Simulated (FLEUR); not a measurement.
**Magnetic state of Cobalt from several starts**

A self-consistent run ends on one state, which hangs on the start. Several orders of Cobalt are started in FLEUR and their energies compared.

Main program and level: FLEUR MaX-R8.1; PBEsol; all-electron FLAPW, Dirac cores, scalar-relativistic bands.

Most raw output is cut from this account.

## 1. Starting point

Symmetry: P6_3/mmc, No. 194, hexagonal system. Conventional cell: a = 2.507 Å, b = 2.507 Å, c = 4.070 Å, α = 90.00°, β = 90.00°, γ = 120.00°. Nearest to Co lie 12 Co at 2.50 to 2.51 Å.

Structure file:

```cif
data_structure
_symmetry_space_group_name_H-M 'P6_3/mmc'
_symmetry_Int_Tables_number 194
_cell_length_a 2.5074
_cell_length_b 2.5074
_cell_length_c 4.0699
_cell_angle_alpha 90.000
_cell_angle_beta 90.000
_cell_angle_gamma 120.000
_cell_volume 22.16
loop_
_atom_site_label
_atom_site_type_symbol
_atom_site_symmetry_multiplicity
_atom_site_Wyckoff_symbol
_atom_site_fract_x
_atom_site_fract_y
_atom_site_fract_z
_atom_site_occupancy
Co1 Co 2 c 0.33333 0.66667 0.25000 1
```

## 2. Run 1 (ferro ++)

The parallel start is the test of whether parallel moments hold.

inpgen writes inp.xml from crystal.txt; cutoffs, mixing, functional, smearing and local orbitals are then set in the file. The k list default-1 (kpts.xml, not shown) is a Γ-centred 12×12×12 mesh; where the ranks do not divide the number of points, some are split in two of half the weight.

The input, inp.xml:

```
<?xml version="1.0" encoding="UTF-8" standalone="no"?>
<fleurInput fleurInputVersion="0.39">
   <comment>
      Co
   </comment>
   <calculationSetup>
      <cutoffs Kmax="3.6" Gmax="10.8" GmaxXC="10.8" numbands="0"/>
      <scfLoop itmax="90" minDistance="0.00002" maxIterBroyd="15" imix="Anderson" alpha="0.05" precondParam="0.0" spinf="2.0" sdNocoIR="T"/>
      <coreElectrons ctail="T" frcor="F" kcrel="0" coretail_lmax="0"/>
      <xcFunctional name="PBEs" relativisticCorrections="F"/>
      <magnetism jspins="2"/>
      <soc l_soc="F" theta="0.0" phi="0.0" spav="F"/>
      <expertModes spex="0" secvar="F"/>
      <geometryOptimization l_f="F" forcealpha="1.0" forcemix="BFGS" epsdisp="0.00001" epsforce="0.00001"/>
      <ldaU l_linMix="F" mixParam="0.05" spinf="1.0"/>
   </calculationSetup>
   <cell>
      <bzIntegration valenceElectrons="34.0" mode="hist" fermiSmearingEnergy="0.00110248">
         <kPointListSelection listName="default-1"/>
         <xi:include xmlns:xi="http://www.w3.org/2001/XInclude" href="kpts.xml"> </xi:include>
      </bzIntegration>
      <xi:include xmlns:xi="http://www.w3.org/2001/XInclude" href="sym.xml"> </xi:include>
      <bulkLattice scale="1.0">
         <bravaisMatrix>
            <row-1>    4.7382992847653478     0.0000000000188973     0.0000000000000000</row-1>
            <row-2>   -2.3691496423921228     4.1034875513345304     0.0000000000000000</row-2>
            <row-3>    0.0000000000000000     0.0000000000000000     7.6909963545095392</row-3>
         </bravaisMatrix>
      </bulkLattice>
   </cell>
   <atomSpecies>
      <species name="Cobalt (Co2.000" element="Co" atomicNumber="27">
         <mtSphere radius="2.3" gridPoints="761" logIncrement="0.016"/>
         <atomicCutoffs lmax="8" lnonsphr="6"/>
         <electronConfig flipSpins="F">
            <coreConfig>(1s1/2) (2s1/2) (2p1/2) (2p3/2)</coreConfig>
            <valenceConfig>(3s1/2) (3p1/2) (3p3/2) (4s1/2) (3d3/2) (3d5/2)</valenceConfig>
            <stateOccupation state="(3d3/2)" spinUp="1.5" spinDown="1.3"/>
            <stateOccupation state="(3d5/2)" spinUp="3.0" spinDown="1.2"/>
         </electronConfig>
         <energyParameters s="4" p="4" d="3" f="4"/>
         <lo type="SCLO" l="0" n="3" eDeriv="0"/>
         <lo type="SCLO" l="1" n="3" eDeriv="0"/>
      </species>
   </atomSpecies>
   <atomGroups>
      <atomGroup species="Cobalt (Co2.000">
         <relPos label="                   1">1.000/3.000 -1.000/3.000 1.000/4.000</relPos>
         <relPos label="                   2">-1.000/3.000 1.000/3.000 -1.000/4.000</relPos>
         <force calculate="T" relaxXYZ="TTT"/>
      </atomGroup>
   </atomGroups>
   <output dos="F" band="F" slice="F">
      <bandDOS minEnergy="-.5*Htr" maxEnergy="0.5*Htr" sigma="0.015" storeEVData="T"/>
      <plotting iplot="0" polar="F">
         <plot TwoD="T" vec1="  1.0  0.0  0.0" vec2="  0.0  1.0  0.0" vec3="  0.0  0.0  1.0" zero="  0.0  0.0  0.0" file="plot"/>
      </plotting>
      <moessbauerParams electricFieldGradient="F" isomerShift="F" coreHyperfine="F" valenceHyperfine="F"/>
   </output>
</fleurInput>
```

The input, crystal.txt:

```
Co
&input film=F cartesian=F /
2.50739999997  0.00000000001  0.00000000000
-1.25369999999  2.17147209742  0.00000000000
0.00000000000  0.00000000000  4.06990000000
1.8897261246
1.0 1.0 1.0

2
27 0.33333333333  0.66666666667  0.25000000000 : 2.000
27 0.66666666667  0.33333333333  0.75000000000 : 2.000

&kpt div1=12 div2=12 div3=12 gamma=T /
```

Launch:

```sh
OMP_NUM_THREADS=1 inpgen -f crystal.txt > inpgen.log  # inp.xml is then edited as shown
OMP_NUM_THREADS=1 mpirun -n 4 fleur_MPI > fleur.log
```

Run time: 14 s. Hardware: 4 MPI ranks of Arm Neoverse V2, shared host; peak memory 0.17 GiB; 55 s of CPU time.

This step gave:

```yaml
free_energy: -75770.4680 eV
program_s_band_gap_on_this_mesh_in_a_metal_only_a_level_spacing: 0.001944 eV
magnetization: 3.307 μB
final_state: ferromagnetic
largest_moment: 1.711 μB
```

After 19 cycles the largest moment stands at 1.71 μB.

## 3. Run 2 (antiferro +-)

Another pattern of signs weighs the neighbour shells otherwise.

inp.xml, as its differences from that of step 2:

```diff
@@ -44,2 +44,15 @@
       </species>
+      <species name="Cobalt (Co-2.000" element="Co" atomicNumber="27">
+         <mtSphere radius="2.3" gridPoints="761" logIncrement="0.016"/>
+         <atomicCutoffs lmax="8" lnonsphr="6"/>
+         <electronConfig flipSpins="F">
+            <coreConfig>(1s1/2) (2s1/2) (2p1/2) (2p3/2)</coreConfig>
+            <valenceConfig>(3s1/2) (3p1/2) (3p3/2) (4s1/2) (3d3/2) (3d5/2)</valenceConfig>
+            <stateOccupation state="(3d3/2)" spinUp="1.3" spinDown="1.5"/>
+            <stateOccupation state="(3d5/2)" spinUp="1.2" spinDown="3.0"/>
+         </electronConfig>
+         <energyParameters s="4" p="4" d="3" f="4"/>
+         <lo type="SCLO" l="0" n="3" eDeriv="0"/>
+         <lo type="SCLO" l="1" n="3" eDeriv="0"/>
+      </species>
    </atomSpecies>
@@ -48,2 +61,5 @@
          <relPos label="                   1">1.000/3.000 -1.000/3.000 1.000/4.000</relPos>
+         <force calculate="T" relaxXYZ="TTT"/>
+      </atomGroup>
+      <atomGroup species="Cobalt (Co-2.000">
          <relPos label="                   2">-1.000/3.000 1.000/3.000 -1.000/4.000</relPos>
```

crystal.txt, as its differences from that of step 2:

```diff
@@ -10,3 +10,3 @@
 27 0.33333333333  0.66666666667  0.25000000000 : 2.000
-27 0.66666666667  0.33333333333  0.75000000000 : 2.000
+27 0.66666666667  0.33333333333  0.75000000000 : -2.000
```

It took 32 s on 4 MPI ranks; peak memory 0.23 GiB; 2.1 min of CPU time.

This step gave:

* free energy: -75770.0137 eV
* program's band gap on this mesh (in a metal only a level spacing): 1.93e-7 eV
* magnetization: 0 μB
* final state: antiferromagnetic
* largest moment: 1.026 μB

It lies 227 meV a seeded atom over the first start, and its largest moment is 1.03 μB against 1.71 μB.

## 4. Start 3: antiferro q=(0,1/2,0) +-+-

Reversing part of the moments tests the sign of the couplings between them.

The cell is doubled to 4 atoms to hold this order. The mesh is halved along the doubled vector, so that both cells sample the same points. The k list default-1 (kpts.xml, not shown) is a Γ-centred 12×6×12 mesh.

inp.xml, as its differences from that of step 3:

```diff
@@ -17,3 +17,3 @@
    <cell>
-      <bzIntegration valenceElectrons="34.0" mode="hist" fermiSmearingEnergy="0.00110248">
+      <bzIntegration valenceElectrons="68.0" mode="hist" fermiSmearingEnergy="0.00110248">
          <kPointListSelection listName="default-1"/>
@@ -24,4 +24,4 @@
          <bravaisMatrix>
-            <row-1>    4.7382992847653478     0.0000000000188973     0.0000000000000000</row-1>
-            <row-2>   -2.3691496423921228     4.1034875513345304     0.0000000000000000</row-2>
+            <row-1>    4.7382992848220402     0.0000000000000000     0.0000000000000000</row-1>
+            <row-2>   -4.7382992848220402     8.2069751025934714     0.0000000000000000</row-2>
             <row-3>    0.0000000000000000     0.0000000000000000     7.6909963545095392</row-3>
@@ -60,3 +60,4 @@
       <atomGroup species="Cobalt (Co2.000">
-         <relPos label="                   1">1.000/3.000 -1.000/3.000 1.000/4.000</relPos>
+         <relPos label="                   1">1.000/3.000 1.000/12.000 1.000/4.000</relPos>
+         <relPos label="                   3">-1.000/3.000 -1.000/12.000 -1.000/4.000</relPos>
          <force calculate="T" relaxXYZ="TTT"/>
@@ -64,3 +65,4 @@
       <atomGroup species="Cobalt (Co-2.000">
-         <relPos label="                   2">-1.000/3.000 1.000/3.000 -1.000/4.000</relPos>
+         <relPos label="                   2">1.000/3.000 -5.000/12.000 1.000/4.000</relPos>
+         <relPos label="                   4">-1.000/3.000 5.000/12.000 -1.000/4.000</relPos>
          <force calculate="T" relaxXYZ="TTT"/>
```

The input, crystal.txt:

```
Co
&input film=F cartesian=F /
2.50740000000  0.00000000000  0.00000000000
-2.50740000000  4.34294419480  0.00000000000
0.00000000000  0.00000000000  4.06990000000
1.8897261246
1.0 1.0 1.0

4
27 0.33333333340  0.33333333340  0.25000000000 : 2.000
27 0.33333333335  0.83333333335  0.25000000000 : -2.000
27 0.66666666660  0.16666666660  0.75000000000 : 2.000
27 0.66666666665  0.66666666665  0.75000000000 : -2.000

&kpt div1=12 div2=6 div3=12 gamma=T /
```

Wall time 4 min (4 MPI ranks); peak memory 0.35 GiB; 16 min of CPU time.

Spin moment in the muffin-tin sphere by atom:

```
atom  spin moment in the muffin-tin sphere (μB)
 Co1                                       1.19
 Co2                                      -1.19
 Co3                                       1.19
 Co4                                      -1.19
```

Read from the output:

| Item | Value |
| --- | --- |
| free energy | -151540.1431 eV |
| program's band gap on this mesh (in a metal only a level spacing) | 3.51e-6 eV |
| magnetization | 0 μB |
| final state | antiferromagnetic |

It lies 198 meV a seeded atom over the first start, and its largest moment is 1.19 μB against 1.71 μB.

## 5. Start 4: antiferro q=(0,0,1/2) +-+-

An opposed order shows whether neighbours prefer unlike signs.

The cell is doubled to 4 atoms to hold this order. The mesh is halved along the doubled vector, so that both cells sample the same points. The k list default-1 (kpts.xml, not shown) is a Γ-centred 12×12×6 mesh.

inp.xml, as its differences from that of step 4:

```diff
@@ -24,5 +24,5 @@
          <bravaisMatrix>
-            <row-1>    4.7382992848220402     0.0000000000000000     0.0000000000000000</row-1>
-            <row-2>   -4.7382992848220402     8.2069751025934714     0.0000000000000000</row-2>
-            <row-3>    0.0000000000000000     0.0000000000000000     7.6909963545095392</row-3>
+            <row-1>    4.7382992847653478     0.0000000000188973     0.0000000000000000</row-1>
+            <row-2>   -2.3691496423921228     4.1034875513345304     0.0000000000000000</row-2>
+            <row-3>    0.0000000000000000     0.0000000000000000    15.3819927090190784</row-3>
          </bravaisMatrix>
@@ -60,4 +60,4 @@
       <atomGroup species="Cobalt (Co2.000">
-         <relPos label="                   1">1.000/3.000 1.000/12.000 1.000/4.000</relPos>
-         <relPos label="                   3">-1.000/3.000 -1.000/12.000 -1.000/4.000</relPos>
+         <relPos label="                   1">1.000/3.000 -1.000/3.000 -1.000/8.000</relPos>
+         <relPos label="                   3">-1.000/3.000 1.000/3.000 1.000/8.000</relPos>
          <force calculate="T" relaxXYZ="TTT"/>
@@ -65,4 +65,4 @@
       <atomGroup species="Cobalt (Co-2.000">
-         <relPos label="                   2">1.000/3.000 -5.000/12.000 1.000/4.000</relPos>
-         <relPos label="                   4">-1.000/3.000 5.000/12.000 -1.000/4.000</relPos>
+         <relPos label="                   2">1.000/3.000 -1.000/3.000 3.000/8.000</relPos>
+         <relPos label="                   4">-1.000/3.000 1.000/3.000 -3.000/8.000</relPos>
          <force calculate="T" relaxXYZ="TTT"/>
```

The input, crystal.txt:

```
Co
&input film=F cartesian=F /
2.50739999997  0.00000000001  0.00000000000
-1.25369999999  2.17147209742  0.00000000000
0.00000000000  0.00000000000  8.13980000000
1.8897261246
1.0 1.0 1.0

4
27 0.33333333333  0.66666666667  0.12500000000 : 2.000
27 0.33333333333  0.66666666667  0.62500000000 : -2.000
27 0.66666666667  0.33333333333  0.37500000000 : 2.000
27 0.66666666667  0.33333333333  0.87500000000 : -2.000

&kpt div1=12 div2=12 div3=6 gamma=T /
```

The job ended after 49 s (4 MPI ranks; peak memory 0.25 GiB; 3.3 min of CPU time).

This step gave:

* free energy: -151540.4651 eV
* program's band gap on this mesh (in a metal only a level spacing): 9.20e-9 eV
* magnetization: 0 μB
* final state: antiferromagnetic
* largest moment: 1.520 μB

It lies 118 meV a seeded atom over the first start, and its largest moment is 1.52 μB against 1.71 μB.

## 6. Order 5, typed as no spin polarisation

Without spin polarisation no moment can form, so the difference from the other runs is what forming moments gains.

The k list default-1 (kpts.xml, not shown) is a Γ-centred 12×12×12 mesh.

The input, inp.xml:

```
<?xml version="1.0" encoding="UTF-8" standalone="no"?>
<fleurInput fleurInputVersion="0.39">
   <comment>
      Co
   </comment>
   <calculationSetup>
      <cutoffs Kmax="3.6" Gmax="10.8" GmaxXC="10.8" numbands="0"/>
      <scfLoop itmax="90" minDistance="0.00002" maxIterBroyd="15" imix="Anderson" alpha="0.05" precondParam="0.0" spinf="2.0" sdNocoIR="T"/>
      <coreElectrons ctail="T" frcor="F" kcrel="0" coretail_lmax="0"/>
      <xcFunctional name="PBEs" relativisticCorrections="F"/>
      <magnetism jspins="1"/>
      <soc l_soc="F" theta="0.0" phi="0.0" spav="F"/>
      <expertModes spex="0" secvar="F"/>
      <geometryOptimization l_f="F" forcealpha="1.0" forcemix="BFGS" epsdisp="0.00001" epsforce="0.00001"/>
      <ldaU l_linMix="F" mixParam="0.05" spinf="1.0"/>
   </calculationSetup>
   <cell>
      <bzIntegration valenceElectrons="34.0" mode="hist" fermiSmearingEnergy="0.00110248">
         <kPointListSelection listName="default-1"/>
         <xi:include xmlns:xi="http://www.w3.org/2001/XInclude" href="kpts.xml"> </xi:include>
      </bzIntegration>
      <xi:include xmlns:xi="http://www.w3.org/2001/XInclude" href="sym.xml"> </xi:include>
      <bulkLattice scale="1.0">
         <bravaisMatrix>
            <row-1>    4.7382992847653478     0.0000000000188973     0.0000000000000000</row-1>
            <row-2>   -2.3691496423921228     4.1034875513345304     0.0000000000000000</row-2>
            <row-3>    0.0000000000000000     0.0000000000000000     7.6909963545095392</row-3>
         </bravaisMatrix>
      </bulkLattice>
   </cell>
   <atomSpecies>
      <species name="Cobalt (Co)" element="Co" atomicNumber="27">
         <mtSphere radius="2.3" gridPoints="761" logIncrement="0.016"/>
         <atomicCutoffs lmax="8" lnonsphr="6"/>
         <electronConfig flipSpins="F">
            <coreConfig>(1s1/2) (2s1/2) (2p1/2) (2p3/2)</coreConfig>
            <valenceConfig>(3s1/2) (3p1/2) (3p3/2) (4s1/2) (3d3/2) (3d5/2)</valenceConfig>
            <stateOccupation state="(3d3/2)" spinUp="1.400000" spinDown="1.400000"/>
            <stateOccupation state="(3d5/2)" spinUp="2.100000" spinDown="2.100000"/>
         </electronConfig>
         <energyParameters s="4" p="4" d="3" f="4"/>
         <lo type="SCLO" l="0" n="3" eDeriv="0"/>
         <lo type="SCLO" l="1" n="3" eDeriv="0"/>
      </species>
   </atomSpecies>
   <atomGroups>
      <atomGroup species="Cobalt (Co)">
         <relPos label="                   1">1.000/3.000 -1.000/3.000 1.000/4.000</relPos>
         <relPos label="                   2">-1.000/3.000 1.000/3.000 -1.000/4.000</relPos>
         <force calculate="T" relaxXYZ="TTT"/>
      </atomGroup>
   </atomGroups>
   <output dos="F" band="F" slice="F">
      <bandDOS minEnergy="-.5*Htr" maxEnergy="0.5*Htr" sigma="0.015" storeEVData="T"/>
      <plotting iplot="0" polar="F">
         <plot TwoD="T" vec1="  1.0  0.0  0.0" vec2="  0.0  1.0  0.0" vec3="  0.0  0.0  1.0" zero="  0.0  0.0  0.0" file="plot"/>
      </plotting>
      <moessbauerParams electricFieldGradient="F" isomerShift="F" coreHyperfine="F" valenceHyperfine="F"/>
   </output>
</fleurInput>
```

The input, crystal.txt:

```
Co
&input film=F cartesian=F /
2.50739999997  0.00000000001  0.00000000000
-1.25369999999  2.17147209742  0.00000000000
0.00000000000  0.00000000000  4.06990000000
1.8897261246
1.0 1.0 1.0

2
27 0.33333333333  0.66666666667  0.25000000000
27 0.66666666667  0.33333333333  0.75000000000

&kpt div1=12 div2=12 div3=12 gamma=T /
```

It took 6.4 s on 4 MPI ranks; peak memory 0.16 GiB; 25 s of CPU time.

Read from the output:

* free energy: -75769.9949 eV
* program's band gap on this mesh (in a metal only a level spacing): 0.003723 eV
* final state: non-magnetic (no spin polarisation)

It lies 237 meV a seeded atom over the first start.

## 7. Energies of the orders

Free energies are divided by the number of seeded atoms, so that cells of unlike size compare. Wavevectors q in the names are fractions of the primitive cell's reciprocal vectors.

Orders:

| start | final state | typed order kept | energy over the lowest (meV a seeded atom) | largest sphere moment (μB) | net moment (μB a primitive cell) | mesh matched | CPU time (s) |
| --- | --- | --- | --- | --- | --- | --- | --- |
| ferro ++ | ferromagnetic | yes | 0 | 1.711 | 3.307 | yes | 55.36 |
| antiferro +- | antiferromagnetic | yes | 227.2 | 1.026 | 0 | yes | 126.2 |
| antiferro q=(0,1/2,0) +-+- | antiferromagnetic | yes | 198.2 | 1.193 | 0 | yes | 950.8 |
| antiferro q=(0,0,1/2) +-+- | antiferromagnetic | yes | 117.7 | 1.52 | 0 | yes | 195.4 |
| no spin polarisation | non-magnetic | - | 236.5 | 0 | 0 | yes | 25.14 |

## 8. Outcome

| Quantity | Value |
| --- | --- |
| lowest state found | ferromagnetic (typed ferro ++) |
| largest site spin moment | 1.71 μB |
| next finished state | antiferromagnetic, 118 meV a seeded atom higher |
| energy gained by spin polarisation | 237 meV a seeded atom |

**Reading.** The lowest state found is ferromagnetic, reached from the start ferro ++, with moments up to 1.71 μB. The next finished state costs 118 meV a seeded atom. Only 5 starts were tried; other patterns of signs, canted and longer-period orders were not.

[Logs and program files are shortened in this print: banners, set-up blocks, solver, clock and traceback lines can be left out without a mark of their own.]

[Logs are printed without paths, hosts, clocks, repeated set-up lines and the standing remarks that a program may print on its own settings, such as how far it seeks lower states.]

[Hosts, paths, dates, database ids (printed as entryN), source tags and the programs' standing remarks are cut or masked in the printed files.]

[Where a cell is said to come from a database of computed structures, the database is the Materials Project.]
